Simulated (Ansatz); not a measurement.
## LaSi2Ru2C: relaxing a made-up structure

Starting from a made-up structure for LaSi2Ru2C, the aim is the relaxed cell, its shortest contacts and, where a second run follows, its electronic structure.

Program: Ansatz 0.2.0. Level of theory: DFT, PBE, plane-wave PAW, files of the set soft_1, scalar-relativistic, no spin, cell and ions relaxed at zero pressure; PAW set soft_1, in the first sound run; inputs show where later runs differ. Results are calculated unless marked as measured.

## (1) The structure

The structure is tetragonal, space group P4/mmm (No. 123). The conventional cell has a = 4.158 Å, b = 4.158 Å, c = 5.298 Å, α = 90.00°, β = 90.00°, γ = 90.00°. Nearest to La lie 2 C at 2.65 Å and 8 Si at 3.14 Å. Ru has 2 C at 2.08 Å and 4 Si at 2.59 Å nearest. Nearest to Si lie 2 Si at 2.21 to 3.08 Å and 4 Ru at 2.59 Å and 4 La at 3.14 Å. Nearest to C lie 4 Ru at 2.08 Å and 2 La at 2.65 Å. Farther neighbours are not listed.

## (2) Relaxing cell and atoms

The guess takes its coordinates from another compound and its volume from a rule, so the cell and any free coordinates are relaxed together.

input.yaml reads:

```yaml
crystal:
  lattice:
    - [4.158, 0.0, 0.0]
    - [0.0, 4.158, 0.0]
    - [0.0, 0.0, 5.298]
  atoms:
    - { symbol: La, position: [0.0, 0.0, 0.5] }
    - { symbol: Ru, position: [0.0, 0.5, 0.0] }
    - { symbol: Ru, position: [0.5, 0.0, 0.0] }
    - { symbol: Si, position: [0.5, 0.5, 0.291] }
    - { symbol: Si, position: [0.5, 0.5, 0.709] }
    - { symbol: C, position: [0.0, 0.0, 0.0] }
kpoints:
  mp_grid: { grid: [7, 7, 5] }
scf:
  occupations: { method: fermi_dirac, width: 0.05 }
hamiltonian:
  xc: pbe
  pseudopotentials: { kind: paw, azcp: { folder: soft_1 } }
relax:
  f_tol: 0.015
  max_steps: 70
  cell: {}
output:
  forces: true
  stress: true
```

Started as:

```bash
$ ansatz run input.yaml --threads 4 --pin off --max-ram 10240MiB --backend cpu --events-out ev --progress --plain --runs-dir out
```

Numbers of over 12 decimals in the logs are rounded to 6 here.

The log of the run:

```text
Engine: ansatz 0.2.0, x86_64-unknown-linux-gnu
Pseudopotentials: kind: paw
Pseudopotential: La, paw, valence charge 11, recommended cutoff 420 eV (normal), soft_1/La.paw.azcp
Pseudopotential: Ru, paw, valence charge 16, recommended cutoff 420 eV (normal), soft_1/Ru.paw.azcp
Pseudopotential: Si, paw, valence charge 4, recommended cutoff 420 eV (normal), soft_1/Si.paw.azcp
Pseudopotential: C, paw, valence charge 4, recommended cutoff 420 eV (normal), soft_1/C.paw.azcp
Functional definition: PBE
  parameter kappa = 0.804
  parameter beta = 0.066725
  exchange = pbe_x(kappa = kappa, mu = beta*pi^2/3)
  correlation = pbe_c(beta = beta)
Crystal: 6 atoms, lattice volume = 91.597 Å³
Basis set: ecut = 420 eV, 1793 PW (Γ), exchange–correlation on 60×60×72 points (8 copies of the dense FFT grid, shifted against one another)
Bands: 34, of which v1, the nominal top of the filled ones, is band 28 counted from 1 (27 counted from 0)
Symmetry: 16 space group operations
Space group: P4/mmm (ITA 123), of the structure as read, at distance tolerance 4.5e-5 Å
k-points: 30 of 245
Non-local potential: La, projectors of the file, l = 0: 3, l = 1: 2, l = 2: 2, l = 3: 3
Non-local potential: Ru, projectors of the file, l = 0: 3, l = 1: 2, l = 2: 2, l = 3: 1
Non-local potential: Si, projectors of the file, l = 0: 2, l = 1: 2, l = 2: 1
Non-local potential: C, projectors of the file, l = 0: 2, l = 1: 2, l = 2: 1
PAW form: soft (Blöchl's): semilocal exchange-correlation on the pseudo side does not see the compensation charge
PAW one-centre angular grid: La, 590 points (default); XC on 64 Gauss nodes
PAW one-centre angular grid: Ru, 590 points (default); XC on 64 Gauss nodes
PAW one-centre angular grid: Si, 110 points (default); XC on 64 Gauss nodes
PAW one-centre angular grid: C, 110 points (default); XC on 64 Gauss nodes
Initial density: superposition of atomic densities (chi_scale 0.1, normalization cell, long waves kept (reshape's long-wave potential 0.00 eV rms))
Initial wavefunctions: pseudopotential atomic-orbital guess
Functional: x = pbe(κ = 0.804, μ = 0.219515), c = pbe(β = 0.066725)
SCF iter   1: F=—  HF=-19550.052399 eV  |F-HF|=—  |Δ(HF+E_count)|=         —  Δρ=4.09e-1  dr2=3.51e2  ethr=3.10e-3  ⟨swp⟩=6.3  Hψ=4171  notcnv=0
preconditioner: auto → Kerker (q_TF=auto, 2.506 Å⁻¹)  [metal: Δε(μ)=0.019 eV  Ē_g=6.872 eV  σ=0.050 eV  W_gap=0.09  n_scr=28 (ndim 8)  ℏωp=23.6 eV  f_vac=0.000  D(μ)=19.96/eV (n_scr^D=370)]
SCF iter   2: F=—  HF=-19535.441205 eV  |F-HF|=—  |Δ(HF+E_count)|=    1.46e1  Δρ=1.50e-1  dr2=4.27e1  ethr=3.10e-3  ⟨swp⟩=3.8  Hψ=2882  notcnv=0
SCF iter   3: F=—  HF=-19534.048077 eV  |F-HF|=—  |Δ(HF+E_count)|=    1.39e0  Δρ=8.04e-2  dr2=1.20e1  ethr=3.10e-3  ⟨swp⟩=3.9  Hψ=1883  notcnv=0
SCF iter   4: F=—  HF=-19533.319264 eV  |F-HF|=—  |Δ(HF+E_count)|=   7.29e-1  Δρ=4.42e-2  dr2=3.19e0  ethr=3.10e-3  ⟨swp⟩=5.2  Hψ=2901  notcnv=0
SCF iter   5: F=—  HF=-19532.965595 eV  |F-HF|=—  |Δ(HF+E_count)|=   3.54e-1  Δρ=2.34e-2  dr2=7.54e-1  ethr=3.10e-3  ⟨swp⟩=5.3  Hψ=2162  notcnv=0  defer=3
SCF iter   6: F=—  HF=-19532.788330 eV  |F-HF|=—  |Δ(HF+E_count)|=   1.77e-1  Δρ=4.64e-3  dr2=2.42e-2  ethr=1.37e-3  ⟨swp⟩=7.2  Hψ=2991  notcnv=0  defer=3
SCF iter   7: F=—  HF=-19532.780730 eV  |F-HF|=—  |Δ(HF+E_count)|=   7.60e-3  Δρ=1.52e-3  dr2=3.92e-3  ethr=4.41e-5  ⟨swp⟩=6.1  Hψ=2440  notcnv=0  defer=9
SCF iter   8: F=—  HF=-19532.780214 eV  |F-HF|=—  |Δ(HF+E_count)|=   5.16e-4  Δρ=9.17e-4  dr2=1.34e-3  ethr=7.12e-6  ⟨swp⟩=3.1  Hψ=1307  notcnv=0  defer=2
SCF iter   9: F=—  HF=-19532.779891 eV  |F-HF|=—  |Δ(HF+E_count)|=   3.24e-4  Δρ=2.85e-4  dr2=1.13e-4  ethr=2.43e-6  ⟨swp⟩=3.0  Hψ=1891  notcnv=0  defer=1
SCF iter  10: F=—  HF=-19532.779853 eV  |F-HF|=—  |Δ(HF+E_count)|=   3.73e-5  Δρ=4.28e-5  dr2=2.85e-6  ethr=2.05e-7  ⟨swp⟩=2.1  Hψ=1776  notcnv=0  defer=1
SCF iter  11: F=—  HF=-19532.779973 eV  |F-HF|=—  |Δ(HF+E_count)|=   1.20e-4  Δρ=7.25e-6  dr2=4.49e-8  ethr=1.82e-10  ⟨swp⟩=4.1  Hψ=5165  notcnv=0
SCF iter  12: F=-19532.779973 eV  HF=-19532.779973 eV  |F-HF|=9.17e-10  |Δ(HF+E_count)|=  7.53e-10  Δρ=1.60e-6  dr2=2.44e-9  ethr=8.17e-11  ⟨swp⟩=3.0  Hψ=3772  notcnv=0
SCF 1 converged in 12 iterations: F = -19532.779973 eV  dr2 = 2.44e-9
  greatest PAW one-centre occupation: 1.000 electrons in one spin orbital (limit 2), on the Ru atom at site 2 (counted from 0), in its partial waves of l = 0
relax step   1: F+E_penalty+E_count = -19532.77997343 eV  Δ(F+E_penalty+E_count) = +0.000e0 eV  max|allowed force component| = 1.242e0 eV/Å  Δτ_max = 0.0000 Å  P = +0.773 GPa  Ω = 91.597 Å³  (12 SCF iters, dr2 threshold 1.00e-7 eV, accepted)
Crystal: 6 atoms, lattice volume = 92.635 Å³
Basis set: ecut = 420 eV, 1819 PW (Γ), exchange–correlation on 60×60×72 points (8 copies of the dense FFT grid, shifted against one another)
Initial density: handed on by an earlier stage of this run
Initial wavefunctions: those handed on with the density
iter 1 solved again at ethr=1.54e-4 eV; its pass at ethr=3.10e-3 eV (dr2=8.48e-2 eV) is discarded
SCF iter   1: F=—  HF=-19532.917022 eV  |F-HF|=—  |Δ(HF+E_count)|=         —  Δρ=8.03e-3  dr2=8.60e-2  ethr=1.54e-4  ⟨swp⟩=1.2  Hψ=6875  notcnv=0
preconditioner: auto → Kerker (q_TF=auto, 2.501 Å⁻¹)  [metal: Δε(μ)=0.041 eV  Ē_g=7.960 eV  σ=0.050 eV  W_gap=0.20  n_scr=28 (ndim 8)  ℏωp=23.5 eV  f_vac=0.000  D(μ)=3.45/eV (n_scr^D=28)]
SCF iter   2: F=—  HF=-19532.903995 eV  |F-HF|=—  |Δ(HF+E_count)|=   1.30e-2  Δρ=4.06e-3  dr2=2.19e-2  ethr=1.54e-4  ⟨swp⟩=2.3  Hψ=1174  notcnv=0
SCF iter   3: F=—  HF=-19532.898463 eV  |F-HF|=—  |Δ(HF+E_count)|=   5.53e-3  Δρ=8.12e-4  dr2=9.90e-4  ethr=3.99e-5  ⟨swp⟩=2.5  Hψ=1716  notcnv=0
SCF iter   4: F=—  HF=-19532.898213 eV  |F-HF|=—  |Δ(HF+E_count)|=   2.50e-4  Δρ=2.17e-4  dr2=4.86e-5  ethr=1.80e-6  ⟨swp⟩=2.1  Hψ=1657  notcnv=0
SCF iter   5: F=—  HF=-19532.898230 eV  |F-HF|=—  |Δ(HF+E_count)|=   1.68e-5  Δρ=4.15e-5  dr2=2.69e-6  ethr=8.83e-8  ⟨swp⟩=2.4  Hψ=1649  notcnv=0
SCF iter   6: F=-19532.898229 eV  HF=-19532.898229 eV  |F-HF|=6.59e-8  |Δ(HF+E_count)|=   1.02e-7  Δρ=9.53e-6  dr2=1.56e-7  ethr=1.09e-9  ⟨swp⟩=4.9  Hψ=4042  notcnv=0
SCF 2 converged in 6 iterations: F = -19532.898229 eV  dr2 = 1.56e-7
  greatest PAW one-centre occupation: 1.000 electrons in one spin orbital (limit 2), on the Ru atom at site 1 (counted from 0), in its partial waves of l = 0
relax step   2: F+E_penalty+E_count = -19532.89822938 eV  Δ(F+E_penalty+E_count) = -1.183e-1 eV  max|allowed force component| = 7.709e-1 eV/Å  Δτ_max = 0.0024 Å  P = -0.489 GPa  Ω = 92.635 Å³  energy of the carried Pulay correction = -8.269e-4 eV  (6 SCF iters, dr2 threshold 6.00e-7 eV, accepted)
Crystal: 6 atoms, lattice volume = 92.500 Å³
Basis set: ecut = 420 eV, 1811 PW (Γ), exchange–correlation on 60×60×72 points (8 copies of the dense FFT grid, shifted against one another)
iter 1 solved again at ethr=9.11e-6 eV; its pass at ethr=3.10e-3 eV (dr2=5.01e-3 eV) is discarded
SCF iter   1: F=—  HF=-19532.927086 eV  |F-HF|=—  |Δ(HF+E_count)|=         —  Δρ=1.92e-3  dr2=5.10e-3  ethr=9.11e-6  ⟨swp⟩=1.9  Hψ=6298  notcnv=0
preconditioner: auto → Kerker (q_TF=auto, 2.502 Å⁻¹)  [metal: Δε(μ)=0.031 eV  Ē_g=7.970 eV  σ=0.050 eV  W_gap=0.16  n_scr=28 (ndim 8)  ℏωp=23.5 eV  f_vac=0.000  D(μ)=3.29/eV (n_scr^D=28)]
SCF iter   2: F=—  HF=-19532.926081 eV  |F-HF|=—  |Δ(HF+E_count)|=   1.01e-3  Δρ=1.08e-3  dr2=2.09e-3  ethr=9.11e-6  ⟨swp⟩=1.0  Hψ=1020  notcnv=0
SCF iter   3: F=—  HF=-19532.925490 eV  |F-HF|=—  |Δ(HF+E_count)|=   5.91e-4  Δρ=1.85e-4  dr2=3.92e-5  ethr=3.80e-6  ⟨swp⟩=2.0  Hψ=1456  notcnv=0
SCF iter   4: F=—  HF=-19532.925504 eV  |F-HF|=—  |Δ(HF+E_count)|=   1.42e-5  Δρ=5.29e-5  dr2=4.92e-6  ethr=7.12e-8  ⟨swp⟩=2.4  Hψ=1764  notcnv=0
iter 5 did not close the SCF: its close was put off for the readings that it lacked (scf_convergence_deferred on its scf_iter line)
SCF iter   5: F=-19532.925503 eV  HF=-19532.925503 eV  |F-HF|=6.50e-8  |Δ(HF+E_count)|=   6.22e-7  Δρ=1.39e-5  dr2=2.03e-7  ethr=8.95e-9  ⟨swp⟩=2.3  Hψ=1471  notcnv=0
SCF iter   6: F=-19532.925503 eV  HF=-19532.925503 eV  |F-HF|=1.99e-9  |Δ(HF+E_count)|=   9.62e-9  Δρ=3.63e-6  dr2=1.44e-8  ethr=3.68e-10  ⟨swp⟩=2.7  Hψ=3919  notcnv=0
SCF 3 converged in 6 iterations: F = -19532.925503 eV  dr2 = 1.44e-8
relax step   3: F+E_penalty+E_count = -19532.92550302 eV  Δ(F+E_penalty+E_count) = -2.727e-2 eV  max|allowed force component| = 3.838e-1 eV/Å  Δτ_max = 0.0201 Å  P = -0.384 GPa  Ω = 92.500 Å³  energy of the carried Pulay correction = -7.194e-4 eV  (6 SCF iters, dr2 threshold 6.00e-7 eV, accepted)
Crystal: 6 atoms, lattice volume = 92.274 Å³
iter 1 solved again at ethr=3.47e-6 eV; its pass at ethr=3.10e-3 eV (dr2=1.91e-3 eV) is discarded
SCF iter   1: F=—  HF=-19532.933795 eV  |F-HF|=—  |Δ(HF+E_count)|=         —  Δρ=1.18e-3  dr2=2.16e-3  ethr=3.47e-6  ⟨swp⟩=3.0  Hψ=5660  notcnv=0
preconditioner: auto → Kerker (q_TF=auto, 2.503 Å⁻¹)  [metal: Δε(μ)=0.049 eV  Ē_g=7.990 eV  σ=0.050 eV  W_gap=0.23  n_scr=28 (ndim 8)  ℏωp=23.5 eV  f_vac=0.000  D(μ)=3.32/eV (n_scr^D=28)]
SCF iter   2: F=—  HF=-19532.933349 eV  |F-HF|=—  |Δ(HF+E_count)|=   4.46e-4  Δρ=6.67e-4  dr2=8.57e-4  ethr=3.47e-6  ⟨swp⟩=1.2  Hψ=1030  notcnv=0
SCF iter   3: F=—  HF=-19532.933086 eV  |F-HF|=—  |Δ(HF+E_count)|=   2.63e-4  Δρ=1.07e-4  dr2=1.76e-5  ethr=1.56e-6  ⟨swp⟩=2.0  Hψ=1459  notcnv=0
SCF iter   4: F=—  HF=-19532.933090 eV  |F-HF|=—  |Δ(HF+E_count)|=   4.27e-6  Δρ=3.62e-5  dr2=2.18e-6  ethr=3.19e-8  ⟨swp⟩=2.0  Hψ=1768  notcnv=0
iter 5 did not close the SCF: its close was put off for the readings that it lacked (scf_convergence_deferred on its scf_iter line)
SCF iter   5: F=-19532.933090 eV  HF=-19532.933090 eV  |F-HF|=3.13e-8  |Δ(HF+E_count)|=   2.84e-7  Δρ=9.52e-6  dr2=9.82e-8  ethr=3.96e-9  ⟨swp⟩=2.1  Hψ=1421  notcnv=0
SCF iter   6: F=-19532.933090 eV  HF=-19532.933090 eV  |F-HF|=1.12e-9  |Δ(HF+E_count)|=   1.39e-8  Δρ=1.94e-6  dr2=4.79e-9  ethr=1.79e-10  ⟨swp⟩=2.7  Hψ=3466  notcnv=0
SCF 4 converged in 6 iterations: F = -19532.933090 eV  dr2 = 4.79e-9
relax step   4: F+E_penalty+E_count = -19532.93309004 eV  Δ(F+E_penalty+E_count) = -7.587e-3 eV  max|allowed force component| = 5.173e-2 eV/Å  Δτ_max = 0.0167 Å  P = +0.138 GPa  Ω = 92.274 Å³  energy of the carried Pulay correction = -5.399e-4 eV  (6 SCF iters, dr2 threshold 6.00e-7 eV, accepted)
Crystal: 6 atoms, lattice volume = 92.386 Å³
iter 1 solved again at ethr=1.16e-6 eV; its pass at ethr=3.10e-3 eV (dr2=6.38e-4 eV) is discarded
SCF iter   1: F=—  HF=-19532.933375 eV  |F-HF|=—  |Δ(HF+E_count)|=         —  Δρ=5.18e-4  dr2=6.68e-4  ethr=1.16e-6  ⟨swp⟩=3.0  Hψ=5718  notcnv=0
preconditioner: auto → Kerker (q_TF=auto, 2.502 Å⁻¹)  [metal: Δε(μ)=0.054 eV  Ē_g=7.987 eV  σ=0.050 eV  W_gap=0.25  n_scr=28 (ndim 8)  ℏωp=23.5 eV  f_vac=0.000  D(μ)=3.36/eV (n_scr^D=28)]
SCF iter   2: F=—  HF=-19532.933304 eV  |F-HF|=—  |Δ(HF+E_count)|=   7.14e-5  Δρ=2.28e-4  dr2=1.60e-4  ethr=1.16e-6  ⟨swp⟩=1.0  Hψ=1020  notcnv=0
SCF iter   3: F=—  HF=-19532.933271 eV  |F-HF|=—  |Δ(HF+E_count)|=   3.21e-5  Δρ=6.55e-5  dr2=1.35e-5  ethr=2.91e-7  ⟨swp⟩=2.0  Hψ=1267  notcnv=0
iter 4 did not close the SCF: its close was put off for the readings that it lacked (scf_convergence_deferred on its scf_iter line)
SCF iter   4: F=-19532.933269 eV  HF=-19532.933269 eV  |F-HF|=1.57e-7  |Δ(HF+E_count)|=   2.48e-6  Δρ=1.48e-5  dr2=2.39e-7  ethr=2.46e-8  ⟨swp⟩=2.0  Hψ=1569  notcnv=0
iter 5 did not close the SCF: its close was put off for the readings that it lacked (scf_convergence_deferred on its scf_iter line)
SCF iter   5: F=-19532.933269 eV  HF=-19532.933269 eV  |F-HF|=6.10e-9  |Δ(HF+E_count)|=   7.21e-8  Δρ=3.09e-6  dr2=1.01e-8  ethr=4.34e-10  ⟨swp⟩=2.0  Hψ=1788  notcnv=0
SCF iter   6: F=-19532.933269 eV  HF=-19532.933269 eV  |F-HF|=4.51e-10  |Δ(HF+E_count)|=   1.61e-9  Δρ=6.96e-7  dr2=5.94e-10  ethr=1.84e-11  ⟨swp⟩=2.0  Hψ=3032  notcnv=0
SCF 5 converged in 6 iterations: F = -19532.933269 eV  dr2 = 5.94e-10
relax step   5: F+E_penalty+E_count = -19532.93326885 eV  Δ(F+E_penalty+E_count) = -1.788e-4 eV  max|allowed force component| = 1.577e-3 eV/Å  Δτ_max = 0.0027 Å  P = -0.024 GPa  Ω = 92.386 Å³  energy of the carried Pulay correction = -6.291e-4 eV  (6 SCF iters, dr2 threshold 3.34e-7 eV, accepted)
Basis set: ecut = 420 eV, 1811 PW (Γ), exchange–correlation on 60×60×80 points (8 copies of the dense FFT grid, shifted against one another)
Initial wavefunctions: pseudopotential atomic-orbital guess (no wavefunctions were taken with the density)
iter 1 solved again at ethr=4.99e-7 eV; its pass at ethr=3.10e-3 eV (dr2=2.75e-4 eV) is discarded
SCF iter   1: F=—  HF=-19532.933930 eV  |F-HF|=—  |Δ(HF+E_count)|=         —  Δρ=1.82e-4  dr2=1.09e-6  ethr=4.99e-7  ⟨swp⟩=3.0  Hψ=6923  notcnv=0
preconditioner: auto → Kerker (q_TF=auto, 2.502 Å⁻¹)  [metal: Δε(μ)=0.049 eV  Ē_g=7.985 eV  σ=0.050 eV  W_gap=0.23  n_scr=28 (ndim 8)  ℏωp=23.5 eV  f_vac=0.000  D(μ)=3.36/eV (n_scr^D=28)]
SCF iter   2: F=—  HF=-19532.934082 eV  |F-HF|=—  |Δ(HF+E_count)|=   1.52e-4  Δρ=9.30e-5  dr2=2.90e-7  ethr=1.99e-9  ⟨swp⟩=2.1  Hψ=1850  notcnv=0
SCF iter   3: F=—  HF=-19532.934108 eV  |F-HF|=—  |Δ(HF+E_count)|=   2.61e-5  Δρ=2.54e-6  dr2=2.55e-9  ethr=5.27e-10  ⟨swp⟩=2.1  Hψ=1556  notcnv=0
SCF iter   4: F=—  HF=-19532.934108 eV  |F-HF|=—  |Δ(HF+E_count)|=   3.66e-9  Δρ=8.14e-7  dr2=3.84e-10  ethr=4.64e-12  ⟨swp⟩=2.1  Hψ=1640  notcnv=0
iter 5 did not close the SCF: its close was put off for the readings that it lacked (scf_convergence_deferred on its scf_iter line)
SCF iter   5: F=-19532.934108 eV  HF=-19532.934108 eV  |F-HF|=1.09e-11  |Δ(HF+E_count)|=  6.00e-10  Δρ=8.64e-8  dr2=2.05e-11  ethr=1.00e-12  ⟨swp⟩=2.2  Hψ=1543  notcnv=0
SCF iter   6: F=-19532.934108 eV  HF=-19532.934108 eV  |F-HF|=3.64e-12  |Δ(HF+E_count)|=  3.64e-12  Δρ=2.82e-8  dr2=8.12e-13  ethr=1.00e-12  ⟨swp⟩=3.0  Hψ=3753  notcnv=0
SCF 6 converged in 6 iterations: F = -19532.934108 eV  dr2 = 8.12e-13
relax step   6: F+E_penalty+E_count = -19532.93410794 eV  Δ(F+E_penalty+E_count) = -8.391e-4 eV  max|allowed force component| = 1.217e-3 eV/Å  Δτ_max = 0.0000 Å  P = -0.007 GPa  Ω = 92.386 Å³  stress off target by 2.95e-2 GPa  SCF on the basis re-selected at this cell (its energy is not comparable with the rows above)  (6 SCF iters)
basis re-selected at this cell: Δ(F+E_penalty+E_count) = -8.391e-4 eV, ΔP = +0.017 GPa vs the last step (what re-selecting the basis moved, of the pressure what is left beyond the Pulay correction that the steps carried, after the strain that the cell walked since its last selection, with what the two solves' SCF thresholds leave and, on support functions, any second-order correction that the steps lacked; it is no measure of the basis error at this ecutwfc). The dense FFT grid was sized anew with the basis: this SCF ran on 30×30×40 points, the steps before it on 30×30×36, so part of this shift can come from that change (see relax.cell in the input reference). [rest of the remark cut]
SCF converged after 6 iterations
Free energy (F): -19532.934108 eV
Harris-Foulkes:  -19532.934108 eV  (|F-HF|=3.64e-12)
Internal energy: -19532.906632 eV  (E = F + TS)
E sigma→0 (E₀):  -19532.920370 eV
Entropy (-TS):   -0.027476 eV (-4.579 meV/atom)
Fermi energy:    15.429671 eV
--- Per-component energies (eV) ---
  E_band       = -263.365352
  E_kinetic    = 1279.584596
  E_local      = -4831.029429  (includes V_loc(G=0)·N_el)
  E_nonlocal   = 981.509059
  E_hartree    = 1848.488394
  E_xc         = -645.848649
  E_vxc        = -732.690145  (∫ρ·V_xc dr)
  E_paw        = -13543.502378  (= ΣΔE_a)
  E_vpaw       = -657.717595  (= ΣTr[D̂ρ^β])
  E_aug_tail   = 0.001382  (compensation charges beyond the density's cutoff)
  E_ewald      = -4622.109607
  E_smearing   = -0.027476  (= −TS)
  E_closure    = 0.000000  (closes the sum)
  Σ components = -19532.934108   (vs F -19532.934108, Δ=0.00e0)
--- Forces (eV/Å), atoms counted from 1 ---
  atom   1  La     0.00000000    -0.00000000     0.00000000
  atom   2  Ru    -0.00000000     0.00000000     0.00000000
  atom   3  Ru    -0.00000000     0.00000000     0.00000000
  atom   4  Si    -0.00000000    -0.00000000     0.00121716
  atom   5  Si     0.00000000     0.00000000    -0.00121716
  atom   6  C      0.00000000     0.00000000     0.00000000
  max |Σ_I F_I| component: 2.17e-19 eV/Å
--- Stress (GPa, compression-positive) ---
       -0.025439      -0.000000      -0.000000
       -0.000000      -0.025439       0.000000
       -0.000000       0.000000       0.029504
  P = ⅓ Tr σ = -0.0071 GPa (-0.071 kbar)
--- Relaxed structure (5 steps of the walk, 5 accepted, 1 SCFs on fresh bases) ---
  F+E_penalty+E_count = -19532.93410794 eV   max|allowed force component| = 1.217e-3 eV/Å   (the final SCF, on the basis selected at the relaxed cell)
  cell:  # Å, volume = 92.3860 Å³
    - [4.107101, 0, 0]
    - [0, 4.107101, 0]
    - [0, 0, 5.476910]
  atoms:
    - { symbol: La, position: [0, 0, 0.500000] }
    - { symbol: Ru, position: [0, 0.5, -1.0914329155510303e-19] }
    - { symbol: Ru, position: [0.5, 0, -1.0914329155510303e-19] }
    - { symbol: Si, position: [0.5, 0.5, 0.283980] }
    - { symbol: Si, position: [0.5, 0.5, 0.716020] }
    - { symbol: C, position: [0, 0, -1.0914329155510303e-19] }
```

It took 8.8 s on 4 threads of Intel Xeon Platinum 8488C (Sapphire Rapids), shared host; peak memory 0.55 GiB; 29 s of CPU time.

The steps of the relaxation:

```csv
step,energy less that of the first step (eV),largest force component (eV/Å),pressure (GPa),volume (Å³)
1,0.0000,1.2423,0.77,91.60
2,-0.1183,0.7709,-0.49,92.64
3,-0.1455,0.3838,-0.38,92.50
4,-0.1531,0.0517,0.14,92.27
5,-0.1533,0.0016,-0.02,92.39
6*,-0.1541,0.0012,-0.01,92.39
```

Relaxation steps marked * repeat the geometry before them on a plane-wave basis chosen anew for their cell, so energy and pressure can jump there.

The run keeps the 16 symmetry operations that it works with, so distortions that break them were not tested.

```csv
"conventional cell, symmetrised",before,after,change
a (Å),4.158,4.107,-1.2 %
b (Å),4.158,4.107,-1.2 %
c (Å),5.298,5.477,+3.4 %
volume (Å³/atom),15.27,15.40,+0.9 %
```

The atoms that moved most (Å, as changes of fractional coordinates times the final cell):

```csv
atom,dx,dy,dz,length
Si5,0.000,0.000,0.038,0.038
Si4,0.000,0.000,-0.038,0.038
```

The relaxed structure:

```xyz
6
Lattice="4.1071 0.0000 0.0000 0.0000 4.1071 0.0000 0.0000 0.0000 5.4769" Properties=species:S:1:pos:R:3 pbc="T T T"
La    0.0000    0.0000    2.7385
Ru    0.0000    2.0536    0.0000
Ru    2.0536    0.0000    0.0000
Si    2.0536    2.0536    1.5553
Si    2.0536    2.0536    3.9216
C     0.0000    0.0000    0.0000
```

Numbers from this step:

```
free energy             : -19532.9341 eV
energy at zero smearing : -19532.9204 eV
smearing term TS        : 0.02748 eV
Fermi energy            : 15.43 eV
electrons               : 55
symmetry operations     : 16
pressure                : -0.007125 GPa
```

The shortest distance of each pair, which need not be the same contact before and after:

```csv
pair,guess (Å),relaxed (Å)
C–Ru,2.079,2.054
Si–Si,2.215,2.366
Ru–Si,2.588,2.576
C–La,2.649,2.738
Ru–Ru,2.940,2.904
```

The relaxation ends with a largest force component of 0.0012 eV/Å and a pressure of -0.01 GPa.

(Part 1 of 2 ends here.)

[Logs are printed without paths, hosts, clocks, repeated set-up lines and the standing remarks that a program may print on its own settings, such as how far it seeks lower states.]

[Hosts, paths, dates, database ids (printed as entryN), source tags and the programs' standing remarks are cut or masked in the printed files.]
